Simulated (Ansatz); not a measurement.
# Quasi-harmonic thermodynamics of CdF2 (Fm-3m), part 3 of 3

How much does CdF2 expand with temperature?

Ansatz 0.2.0; DFT RPBE, scalar-relativistic, plane waves, PAW.

So far. Step 2 (Probe on a coarse mesh): The start is under 10 GPa at this level and looks like an insulator or semiconductor on this mesh. Step 5 (Relaxing to small residual forces and stress): The residual pressure is -7.1e-6 GPa, small enough for phonons. The relaxed cell has a = 5.574 Å (conventional setting).

### Step 8. Phonons of the refused cell

The study refused this cell, so its phonons are run alone to see which modes are imaginary.

Input file input.yaml:

```yaml
crystal:
  lattice:
    - [0.0, 2.7871542825, 2.7871542825]
    - [2.7871542825, 0.0, 2.7871542825]
    - [2.7871542825, 2.7871542825, 0.0]
  atoms:
    - { symbol: Cd, position: [0.0, 0.0, 0.0] }
    - { symbol: F, position: [0.25, 0.25, 0.25] }
    - { symbol: F, position: [0.75, 0.75, 0.75] }
kpoints:
  mp_grid: { grid: [8, 8, 8] }
hamiltonian:
  xc: rpbe
scf:
  occupations: { method: fixed }
output:
  eigenvalues: true
phonons:
  method: dfpt
  dielectric: true
  rigid_motions: translations
  qmesh: [4, 4, 4]
  temperatures: { t_max: 1000, t_step: 50 }
  qpath:
    path:
      - [[0.0, 0.0, 0.0], [0.5, 0.0, 0.5], [0.625, 0.25, 0.625]]
      - [[0.375, 0.375, 0.75], [0.0, 0.0, 0.0], [0.5, 0.5, 0.5], [0.5, 0.25, 0.75], [0.5, 0.0, 0.5]]
    npoints: 10
```

The run is started by

```console
> ansatz run input.yaml --threads 4 --pin off --max-ram 8192MiB --backend cpu --events-out ev --progress --plain --runs-dir out
```

Numbers of over 12 decimals in the logs are rounded to 6 here.

What it wrote:

```text
[...]
Crystal: 3 atoms, lattice volume = 43.303 Å³
Basis set: ecut = 420 eV, 869 PW (Γ), exchange–correlation on 54×54×54 points (8 copies of the dense FFT grid, shifted against one another)
Bands: 21, of which v1, the nominal top of the filled ones, is band 17 counted from 1 (16 counted from 0)
Symmetry: 48 space group operations
k-points: 95 of 512 (irreducible under 4 space group operations, time reversal used)
[...]
SCF iter   1: F=—  HF=-9884.553025 eV  |F-HF|=—  |Δ(HF+E_count)|=         —  Δρ=6.70e-3  dr2=1.64e-2  ethr=1.77e-3  ⟨swp⟩=4.3  Hψ=7224  notcnv=0  defer=178
[...]
SCF iter   7: F=-9884.549998 eV  HF=-9884.549998 eV  |F-HF|=3.55e-10  |Δ(HF+E_count)|=   1.30e-8  Δρ=5.37e-7  dr2=6.03e-11  ethr=1.00e-12  ⟨swp⟩=5.0  Hψ=11808  notcnv=0
SCF 1 converged in 7 iterations: F = -9884.549998 eV  dr2 = 6.03e-11
[...]
DFPT response loops at Γ: preconditioner auto → none (the input reference at scf.mixing.eps_inf says where Resta's filter doesn't serve); β = 0.50; Broyden in place of MSR1
NSCF: frozen V_eff on 29 k-points
[...]
SCF converged after 7 iterations
Free energy (F): -9884.549998 eV
[...]
Internal energy: -9884.549998 eV  (E = F + TS)
E sigma→0 (E₀):  -9884.549998 eV
Fermi energy:    5.192955 eV
[...]
--- Band table (eV; the first three rows and the last of 95) ---
  k-point 0: bands = [... 13 lower, 4.4583, 4.5809, 4.5809, 4.5809, 8.1258, 17.6068, 17.6068, 17.6068]
  k-point 1: bands = [... 13 lower, 4.3209, 4.5564, 4.6427, 4.6427, 8.6490, 16.9308, 17.7925, 17.7925]
  k-point 2: bands = [... 13 lower, 4.0716, 4.1640, 4.6996, 4.6996, 9.8221, 15.7955, 18.2643, 18.2643]
  k-point 94: bands = [... 13 lower, 3.8978, 3.8978, 4.7831, 5.1930, 12.5609, 16.3750, 16.3750, 16.7121]
--- Phonons (Γ-DFPT): 2 representative perturbations + reference, on 95 of 512 k-points (Σ response iterations 8) ---
  k mesh reduced under 4 symmetry operations, with k and −k counted as one. Each operation leaves every solved perturbation unchanged. A smaller set is not considered because the run solves the response to a homogeneous field
  ASR residual: 3.185e-4 → 0.000e0 eV/Å²; symmetrization residual: 1.470e-6 eV/Å²
  ASR residual per site (eV/Å²): 1.53e-4 3.18e-4 3.18e-4
  Γ frequencies (cm⁻¹): 0.00 0.00 0.00 167.69 167.69 167.69 267.96 267.96 267.96
  ε∞ (high-frequency dielectric tensor):
        2.810847    -0.000000    -0.000000
        0.000000     2.810847     0.000000
        0.000000     0.000000     2.810847
  ε⁰ (static dielectric tensor: ions relaxed, cell fixed):
       11.703821    -0.000000    -0.000000
       -0.000000    11.703821     0.000000
       -0.000000     0.000000    11.703821
  ε⁰ − ε∞ (ionic part):
        8.892974    -0.000000    -0.000000
       -0.000000     8.892974     0.000000
       -0.000000     0.000000     8.892974
  softest optical mode at Γ: 167.69 cm⁻¹; the repairs (sum rule, projections) moved no ω² at Γ by more than (2.18 cm⁻¹)²
  Born effective charges Z* (e; rows j = field, columns β = displacement):
    site 0:
         2.49995   -0.00000   -0.00000
         0.00000    2.49995   -0.00000
         0.00000   -0.00000    2.49995
    site 1:
        -1.24997    0.00000   -0.00000
        -0.00000   -1.24997    0.00000
         0.00000    0.00000   -1.24997
    site 2:
        -1.24997    0.00000    0.00000
        -0.00000   -1.24997   -0.00000
         0.00000    0.00000   -1.24997
  Z* charge neutrality: 7.471e-5 e pre-enforcement
  k-mesh period / interband length: 31.5 Å / 1.38 Å = 22.93 at k = (0.0000, 0.0000, 0.0000), direct gap 3.545 eV — 14 or more, which is no proof of convergence
  optical modes at Γ without the LO–TO term, one row a degenerate level:
      ω (cm⁻¹)  modes    IR ((D/Å)²/amu)
        167.69      3            15.2320
        267.96      3             0.0000
  optical modes at Γ + LO–TO along q̂ = [1.0000, 0.0000, 0.0000]:
      ω (cm⁻¹)  modes    IR ((D/Å)²/amu)
        167.69      2            10.1547
        267.96      3             0.0000
        342.19      1             5.0773
  optical modes at Γ + LO–TO along q̂ = [0.0000, 1.0000, 0.0000]:
      ω (cm⁻¹)  modes    IR ((D/Å)²/amu)
        167.69      2            10.1547
        267.96      3             0.0000
        342.19      1             5.0773
  optical modes at Γ + LO–TO along q̂ = [0.0000, 0.0000, 1.0000]:
      ω (cm⁻¹)  modes    IR ((D/Å)²/amu)
        167.69      2            10.1547
        267.96      3             0.0000
        342.19      1             5.0773
--- Phonons (arbitrary-q DFPT): 8 irreducible q on the 4×4×4 mesh ---
  q = [0.0000, 0.0000, 0.0000] (star 1, of the zone-centre solve; hermiticity 8.85e-7, symmetrization 1.09e-8): -0.00 -0.00 -0.00 167.69 167.69 167.69 267.96 267.96 267.96
  q = [0.0000, 0.0000, 0.2500] (star 8, 2 solved perturbations on 288 of 512 k-point pairs; hermiticity 9.41e-7, symmetrization 1.31e-12): 56.16 56.16 97.81 184.47 184.47 257.98 257.98 267.72 328.25
[...]
q = [0.0000, 0.2500, 0.2500] (star 6, 4 solved perturbations in 528 linear systems a pass and spin channel, the states on 164 of 512 k-point pairs; hermiticity 8.79e-7, symmetrization 2.25e-13): 39.90 39.90 129.32 139.82 139.82 193.74 290.00 290.00 350.66
[...]
sum rule: each row above includes the acoustic sum rule's correction from the zone centre's row sums; it moved no ω² by more than (2.14 cm⁻¹)²
  mesh force constants: q→R imaginary residual 5.08e-18; ASR residual 3.185e-4 → 0.000e0 eV/Å²; symmetrization residual 6.217e-15 eV/Å²
  interpolated dispersion: 63 rows × 9 modes
  density of states and harmonic sums: on the 20×20×20 q-mesh, interpolated from the force constants of a 4×4×4 supercell (with the dipole–dipole term)
  largest difference from the sums on the solved wave vectors: F 1.94e-2 eV, S 2.55e-5 and C_V 6.06e-6 eV/K
  zero-point energy: 0.103540 eV/cell   skipped modes (ω ≤ 0): 13, of them read as no rigid motion or as one in doubt: 10 (2.288e-2 modes/cell left out, lowest -40.44 cm⁻¹)   left out of the sums: 2.58e-3 of the cell's modes: C_V's classical limit lies that fraction below 3 k_B per atom; for a crystal, a wire or a layer, F and S can be off by more, and a phonons.interpolated_qmesh denser along its periods is the remedy for the sampling
```

Run time: 2 min. Hardware: 4 threads of Arm Neoverse V2, shared host; peak memory 1.2 GiB; 7.6 min of CPU time.

Numbers from this step:

```
lowest frequency on the path : -40.44 cm⁻¹
point group                  : m-3m
highest frequency            : 362.1 cm⁻¹
```

ε∞:

```
2.81 0.00 0.00
0.00 2.81 0.00
0.00 0.00 2.81
```

Born charge (rows field, columns displacement) (e), principal values of the symmetric part by kind of site:

| atom | atoms with these values | low | middle | high | mean |
| --- | --- | --- | --- | --- | --- |
| Cd1 | 1 | 2.50 | 2.50 | 2.50 | 2.50 |
| F2 | 2 | -1.25 | -1.25 | -1.25 | -1.25 |

In full for Cd1:

```
2.50 0.00 0.00
0.00 2.50 0.00
0.00 0.00 2.50
```

ε₀ (ions relaxed, fixed cell):

```
11.70  0.00  0.00
 0.00 11.70  0.00
 0.00  0.00 11.70
```

LO-TO term included. Phonon branches along the path, in cm⁻¹:

| point | branch 1 | branch 2 | branch 3 | branch 4 | branch 5 | branch 6 | branch 7 | branch 8 | branch 9 |
| --- | --- | --- | --- | --- | --- | --- | --- | --- | --- |
| Γ | 0 | 0 | 0 | 168 | 168 | 268 | 268 | 268 | 342 |
| halfway | 40 | 40 | 129 | 140 | 140 | 194 | 290 | 290 | 351 |
| X | -40 | 81 | 81 | 89 | 89 | 173 | 308 | 308 | 362 |
| halfway | -32 | 88 | 96 | 98 | 106 | 168 | 304 | 307 | 360 |
| U | 25 | 85 | 116 | 130 | 140 | 169 | 292 | 304 | 352 |
| jump to K | 25 | 85 | 116 | 130 | 140 | 169 | 292 | 304 | 352 |
| halfway | 51 | 69 | 115 | 139 | 218 | 229 | 251 | 287 | 332 |
| Γ | 0 | 0 | 0 | 168 | 168 | 268 | 268 | 268 | 342 |
| halfway | 56 | 56 | 98 | 184 | 184 | 258 | 258 | 268 | 328 |
| L | 75 | 75 | 147 | 215 | 215 | 236 | 236 | 268 | 309 |
| halfway | 80 | 106 | 121 | 138 | 154 | 239 | 243 | 303 | 336 |
| W | 46 | 54 | 92 | 132 | 132 | 237 | 237 | 323 | 350 |
| halfway | -22 | 74 | 90 | 103 | 142 | 168 | 291 | 315 | 357 |
| X | -40 | 81 | 81 | 89 | 89 | 173 | 308 | 308 | 362 |

The phonon branches as a text plot (rows in cm⁻¹):

```
    354 |   ****************                            *********
    337 |***                ****************         ***
    320 |                                   ****   **   *******
    303 |       *************                   ***   **      ***
    287 |    ***          ** *****                  **       *
    270 |****               *     ******************        *
    253 |  *                 ** ****        ***            *
    236 |   *                  ***             ************
    220 |    **              ****               **         *
    203 |                   *    *            **  **
    186 |      *           * **   **       ***     **       *
    169 |***    * ********* *       *******          *       ****
    152 |   *** **         *     ***            ***  ***    **
    136 |      **        ********              *   **** ****  *
    119 |        *      ****   **            **       ***  **
    102 |    **   ***  **        *          *        ***     ***
     85 |   *     ** **********   **       *       **************
     69 |         ***        *****        *  ********       ***
     52 |  *    **         **   * ***      **            ***
     35 | *  ***                 *****   **                *
     18 |  **       *    **         **  **                  *
      2 |**                          ***                     *
    -15 |               *
    -32 |            ***                                      ***
         Γ           X  U|K            Γ         L        W     X
```

The phonon density of states has structure finer than the step of the table below, so its rows give means over 20 cm⁻¹, whole bins alone (the curve runs from -42.5 to 362 cm⁻¹). Peaks (cm⁻¹: height): 77.5: 0.0702, 122.5: 0.0583, 142.5: 0.0498, 167.5: 0.0360, 232.5: 0.0258, 297.5: 0.0326, 342.5: 0.0346.

Tetrahedra on 20 20 20, mean over bins of 5 cm⁻¹. Table of phonon density of states by wavenumber; means over each step:

| wavenumber (cm⁻¹) | phonon density of states (1/cm⁻¹/cell) |
| --- | --- |
| -20 | 5.3e-4 |
| 0 | 7.1e-4 |
| 20 | 0.00334 |
| 40 | 0.0108 |
| 60 | 0.0303 |
| 80 | 0.0521 |
| 100 | 0.0241 |
| 120 | 0.0403 |
| 140 | 0.0407 |
| 160 | 0.0267 |
| 180 | 0.0215 |
| 200 | 0.0185 |
| 220 | 0.0173 |
| 240 | 0.0182 |
| 260 | 0.0235 |
| 280 | 0.0313 |
| 300 | 0.0314 |
| 320 | 0.0167 |
| 340 | 0.0312 |

No LO-TO term. Modes at Γ, with each element's share of the kinetic energy:

| mode | frequency (cm⁻¹) | symmetry | Cd % | F % |
| --- | --- | --- | --- | --- |
| 1 | 0.0 | T1u | 75 | 25 |
| 2 | 0.0 | T1u | 75 | 25 |
| 3 | 0.0 | T1u | 75 | 25 |
| 4 | 167.7 | T1u | 25 | 75 |
| 5 | 167.7 | T1u | 25 | 75 |
| 6 | 167.7 | T1u | 25 | 75 |
| 7 | 268.0 | T2g | 0 | 100 |
| 8 | 268.0 | T2g | 0 | 100 |
| 9 | 268.0 | T2g | 0 | 100 |

Displacements in mode 4 (167.7 cm⁻¹), the largest set to 1:
```
Cd1  0.03 -0.34  0.13
F2  -0.08  1.00 -0.38
F3  -0.08  1.00 -0.38
```

Displacements in mode 8 (268.0 cm⁻¹), the largest set to 1:
```
Cd1  0.00  0.00  0.00
F2  -0.34 -0.06  1.00
F3   0.34  0.06 -1.00
```

Lowest modes at the softest wavevector of the mesh; phase exp(i q.(R + tau)). The modes at q = (0.500, 0.000, 0.500) (shares of kinetic energy by element, %) (negative means imaginary):

| mode | frequency (cm⁻¹) | Cd % | F % |
| --- | --- | --- | --- |
| 1 | -40.4 | 0 | 100 |
| 2 | 80.9 | 0 | 100 |
| 3 | 80.9 | 0 | 100 |
| 4 | 89.2 | 99 | 1 |
| 5 | 89.2 | 99 | 1 |
| 6 | 172.6 | 100 | 0 |

Displacements in mode 1 (-40.4 cm⁻¹), the largest set to 1, in the home cell:
```
Cd1 0.00 0.00 0.00
F2  0.00 1.00 0.00
F3  0.00 1.00 0.00
```

Displacements in mode 5 (89.2 cm⁻¹), the largest set to 1, in the home cell:
```
Cd1 -0.04  0.00  1.00
F2   0.15  0.00 -0.01
F3   0.15  0.00 -0.01
```

The modes has structure finer than the step of the table below, so its rows give means over 10 cm⁻¹, whole bins alone (the curve runs from -48.7 to 383 cm⁻¹). Peaks (cm⁻¹: height): Cd 78.8: 0.0486, 122.2: 0.0340, 141.2: 0.0310; F 67.9: 0.0178, 124.9: 0.0212, 143.9: 0.0183, 192.7: 0.0199, 211.7: 0.0196, 298.6: 0.0331, 342.0: 0.0317.

Phonopy on the run's constants, 17x17x17 mesh, Gaussian sigma 3.1 cm⁻¹. Table of modes by wavenumber; means over each step; values in 1/cm⁻¹/cell:

| wavenumber (cm⁻¹) | Cd | F |
| --- | --- | --- |
| -40 | 0 | 2.8e-4 |
| -30 | 0 | 8.5e-4 |
| -20 | 0 | 8.6e-4 |
| -10 | 2.1e-6 | 1.7e-4 |
| 0 | 6.6e-5 | 4.2e-4 |
| 10 | 5.0e-4 | 6.4e-4 |
| 20 | 0.00169 | 0.00185 |
| 30 | 0.00338 | 0.00219 |
| 40 | 0.00592 | 0.00544 |
| 50 | 0.00958 | 0.00757 |
| 60 | 0.0159 | 0.0126 |
| 70 | 0.0320 | 0.0163 |
| 80 | 0.0448 | 0.0130 |
| 90 | 0.0277 | 0.00858 |
| 100 | 0.0131 | 0.00848 |
| 110 | 0.0146 | 0.00911 |
| 120 | 0.0286 | 0.0152 |
| 130 | 0.0258 | 0.0164 |
| 140 | 0.0288 | 0.0160 |
| 150 | 0.0152 | 0.0162 |
| 160 | 0.00864 | 0.0166 |
| 170 | 0.00936 | 0.0186 |
| 180 | 0.00278 | 0.0172 |
| 190 | 0.00154 | 0.0176 |
| 200 | 9.9e-4 | 0.0162 |
| 210 | 6.9e-4 | 0.0183 |
| 220 | 4.4e-4 | 0.0147 |
| 230 | 4.0e-4 | 0.0185 |
| 240 | 2.9e-4 | 0.0190 |
| 250 | 2.4e-4 | 0.0201 |
| 260 | 1.9e-4 | 0.0217 |
| 270 | 3.2e-4 | 0.0282 |
| 280 | 3.7e-4 | 0.0309 |
| 290 | 3.4e-4 | 0.0320 |
| 300 | 2.4e-4 | 0.0320 |
| 310 | 1.7e-4 | 0.0252 |
| 320 | 3.7e-4 | 0.0142 |
| 330 | 0.00158 | 0.0200 |
| 340 | 0.00229 | 0.0308 |
| 350 | 8.8e-4 | 0.0267 |
| 360 | 1.2e-4 | 0.00907 |
| 370 | 7.0e-7 | 3.0e-4 |

Lorentz oscillators from the run's modes, damping 2 % of each frequency (typed, at least 3 cm⁻¹). Reflectivity, E along x against wavenumber; read off at these points:

wavenumber (cm⁻¹), reflectivity, E along x and a bar:
```
     20.0      0.302 #########
     40.0      0.308 #########
     60.0      0.321 ##########
     80.0      0.339 ##########
    100.0      0.367 ###########
    120.0      0.412 #############
    140.0      0.491 ###############
    160.0      0.672 #####################
    180.0      0.962 ##############################
    200.0      0.971 ##############################
    220.0      0.973 ##############################
    224.4      0.973 ##############################
    240.0      0.971 ##############################
    260.0      0.968 ##############################
    280.0      0.961 ##############################
    300.0      0.948 #############################
    320.0      0.920 ############################
    340.0      0.714 ######################
    360.0      0.067 ##
    380.0      0.010 
    400.0      0.001 
    420.0      0.001 
    440.0      0.004 
    460.0      0.008
```

The lowest solved frequency is -40.4 cm⁻¹, so the cell is unstable here and gives no valid free energy.

### Step 9. Outcome

```json
{
  "lowest frequency at the solved wavevectors": "-40.4 cm⁻¹"
}
```

With imaginary harmonic modes at the relaxed cell the quasi-harmonic free energy is undefined, so no expansion is obtained for this phase at this level. The softest solved mode is 40i cm⁻¹ at q = (0, -0.5, -0.5), and 1 of 8 solved wavevectors carry a mode beyond 8i cm⁻¹. The starting cell comes from a crystallographic database, so the instability may belong to the level of theory or to the 0 K harmonic picture and not to the crystal; this functional changes the volume by +11 % against that cell. The interpolation has no quadrupole term, so branches near the zone centre are less sure, since this crystal has sites that are not centres of inversion. The PAW files were made for PBE and are used here under another functional, for which the program regenerates the frozen cores. The cell of these runs is 11 % larger in volume than the database cell; frequencies and all that rests on them shift with it.

[Logs are printed without paths, hosts, clocks, repeated set-up lines and the standing remarks that a program may print on its own settings, such as how far it seeks lower states.]

[Hosts, paths, dates, database ids (printed as entryN), source tags and the programs' standing remarks are cut or masked in the printed files.]

[A step with changed settings may run another functional than the one named; its input shows which.]

[Pressures of single members of a volume series are the stress at the run's cutoff; with an incomplete basis they can lie off −dE/dV of the same runs, and they are not shown converged.]
